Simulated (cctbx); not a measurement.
## Which space group?

Cell: a = 6.8200 Å, b = 4.3380 Å, c = 7.4000 Å, α = 90.00°, β = 90.00°, γ = 90.00°. Expected content of the cell: Ir4 Ta4 Tb4.

The data are simulated with cctbx, not measured: Cu Kα, λ = 1.54184 Å, to d = 0.8 Å, 50 % of the full sphere, strongest reflection 70000 counts, noise from counting, a 2 % proportional error and a noise floor of 8 counts (s.d.); no absorption.

Tests on the unmerged data give:

```text
895 reflections to d = 0.801 A
centring   violations  <I/sigma> of those
    A        309 of   418     19.9
    B        321 of   430     18.0
    C        344 of   444     20.5
    I        304 of   460     10.9
    R        462 of   587     19.9
    F        487 of   646     19.5
Laue class    unique    Rint  (classes that these axes allow; Friedel mates merged)
P -1              666   0.016
P 1 2/m 1         451   0.017
P 1 1 2/m         442   0.017
P 2/m 1 1         447   0.016
P m m m           283   0.019
space group    extra absences  I>4sigma  <I/sigma>
P 2 2 2                 0          0         -  acentric
P 2 2 21                4          0       0.1  acentric
P 21 2 2                4          0      -0.0  acentric
P 2 21 2                4          0      -0.3  acentric
P 21 21 2               8          0      -0.2  acentric
P 2 21 21               8          0      -0.1  acentric
P 21 2 21               8          0       0.0  acentric
P 21 21 21             12          0      -0.1  acentric
P m m 2                 0          0         -  acentric
P 2 m m                 0          0         -  acentric
P m 2 m                 0          0         -  acentric
P 21 m a               38          0      -0.1  acentric
P m 2 a                38          0      -0.1  acentric
P n m 21               38          0       0.1  acentric
P n 21 m               38          0       0.1  acentric
P n 21 a               76          0       0.0  acentric
P m m m                 0          0         -  centric
P m m a                38          0      -0.1  centric
P n m m :1             38          0       0.1  centric
P n m m :2             38          0       0.1  centric
P n m a                76          0       0.0  centric
Wilson B = 1.28 A^2   <|E^2-1|> = 1.034 (0.968 centric, 0.736 acentric)   E^2>4: 3.9 %
shell (A)         n   <I/sigma>
 6.82 - 1.60     41     31.1
 1.60 - 1.27     39     32.1
 1.27 - 1.11     32     33.0
 1.11 - 1.01     35     31.3
 1.01 - 0.94     36     32.1
 0.94 - 0.88     33     26.8
 0.88 - 0.84     32     32.7
 0.84 - 0.80     35     28.3
```

**Question.** What are the lattice type, the Laue class and the likely space group?

Every centring test has many violations, so the lattice is primitive.

Rint stays low (0.016 to 0.019) up to P m m m, the highest class in these axes.

21 settings pass the absence test. The most absences obeyed, 76, belong to P n 21 a and P n m a, which absences can't tell apart.

⟨|E²−1|⟩ = 1.034 leans to a centrosymmetric structure. The Wilson B of 1.28 Å² means U ≈ 0.0162 Å².

The true group is Pnma (no. 62), Laue class mmm, centrosymmetric. The tables only narrow the choice to the tied entries; cell content, site symmetry and trial solutions must settle it.

The model is made up (kin elements in a known structure type, no relaxation), so it says nothing on whether the phase exists.

[Logs are printed without paths, hosts, clocks, repeated set-up lines and the standing remarks that a program may print on its own settings, such as how far it seeks lower states.]
